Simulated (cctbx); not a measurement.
# Interatomic vectors of Sm2Cr2In15

Space group R-3m (no. 166), a = 10.2620 Å, b = 10.2620 Å, c = 15.1770 Å, α = 90.00°, β = 90.00°, γ = 120.00°, content Sm6 In45 Cr6.

Simulated single-crystal data (cctbx): synchrotron X-rays, λ = 0.6889 Å, to d = 0.6 Å, 70 % of the full sphere, strongest reflection 40000 counts, noise from counting, a 2 % proportional error and a noise floor of 2 counts (s.d.); no absorption, some extinction.

Patterson synthesis, origin scaled to 1000:

```text
Patterson group R -3 m :H
      u       v       w   height  length (A)
  0.000   0.000   0.000   1000.0     0.00
  0.000   0.000   0.332    435.0     5.03
  0.000   0.500   0.333    278.9     7.21
  0.000   0.500   0.000    268.8     5.13
  0.000   0.500   0.500    197.9     9.16
  0.004   0.502   0.168    179.0     5.73
 -0.002   0.302   0.347    126.1     6.11
  0.009   0.169   0.833    113.0     3.05
  0.000   0.313   0.000     97.2     3.22
  0.042   0.171   0.502     95.8     7.72
  0.000   0.196   0.500     93.2     7.85
  0.000   0.000   0.431     59.4     6.54
  0.000   0.000   0.260     56.5     3.94
 -0.001   0.298   0.089     50.1     3.35
```

**Question.** Which atom pairs make the peaks, and where is the heaviest atom?

A peak at u stands for all pairs with xi − xj = u, with weight Σ ZiZj against Σ Z² = 134565 at the origin. Peak heights follow these weights only roughly, since form factors, motion and series ripples differ, all vectors within 0.55 Å of a peak are counted as merged into it though the farther ones add only part of their weight, and F(000) is left out, which lowers the whole map:

| u | v | w | shortest length (Å) | height | 1000 ΣZiZj/ΣZ² | pairs in the cell |
| --- | --- | --- | --- | --- | --- | --- |
| 0.000 | 0.000 | 0.332 | 5.04 | 435 | 567 | 27 × In–In, 3 × Sm–Sm |
| 0.000 | 0.500 | 0.333 | 2.96 | 279 | 321 | 18 × In–In |
| 0.000 | 0.500 | 0.000 | 5.13 | 269 | 321 | 18 × In–In |
| 0.000 | 0.500 | 0.500 | 3.90 | 198 | 271 | 12 × Sm–In |
| 0.004 | 0.502 | 0.168 | 3.91 | 179 | 271 | 12 × Sm–In |
| -0.002 | 0.302 | 0.347 | 3.58 | 126 | 135 | 6 × Sm–In |
| 0.009 | 0.169 | 0.833 | 3.05 | 113 | 321 | 18 × In–In |
| 0.000 | 0.313 | 0.000 | 3.21 | 97 | 378 | 12 × Sm–In, 6 × In–In |
| 0.042 | 0.171 | 0.502 | 5.08 | 96 | 107 | 6 × In–In |
| 0.000 | 0.196 | 0.500 | 4.99 | 93 | 107 | 6 × In–In |

The table stops at ten peaks or at a height of 45, below which ripples compete. In the model behind the data Sm, the heaviest element, has 1 independent site: (1/3, 2/3, 0.0121), up to an allowed shift of origin; the Sm–Sm vectors are differences of these positions and their symmetry mates. The whole model:

```
atom  mult.       x       y       z  Ueq (Å²)
 Sm1      6     1/3     2/3  0.0121    0.0061
 In1     18  0.6761  0.8380  0.1685    0.0038
 In2     18  0.9675     1/3     1/3    0.0029
 In3      9     1/6     1/3     5/6    0.0033
 Cr1      6     1/3     2/3  0.5794    0.0068
```

The model is made up (kin elements in a known structure type, no relaxation), so it says nothing on whether the phase exists.

[Logs are printed without paths, hosts, clocks, repeated set-up lines and the standing remarks that a program may print on its own settings, such as how far it seeks lower states.]
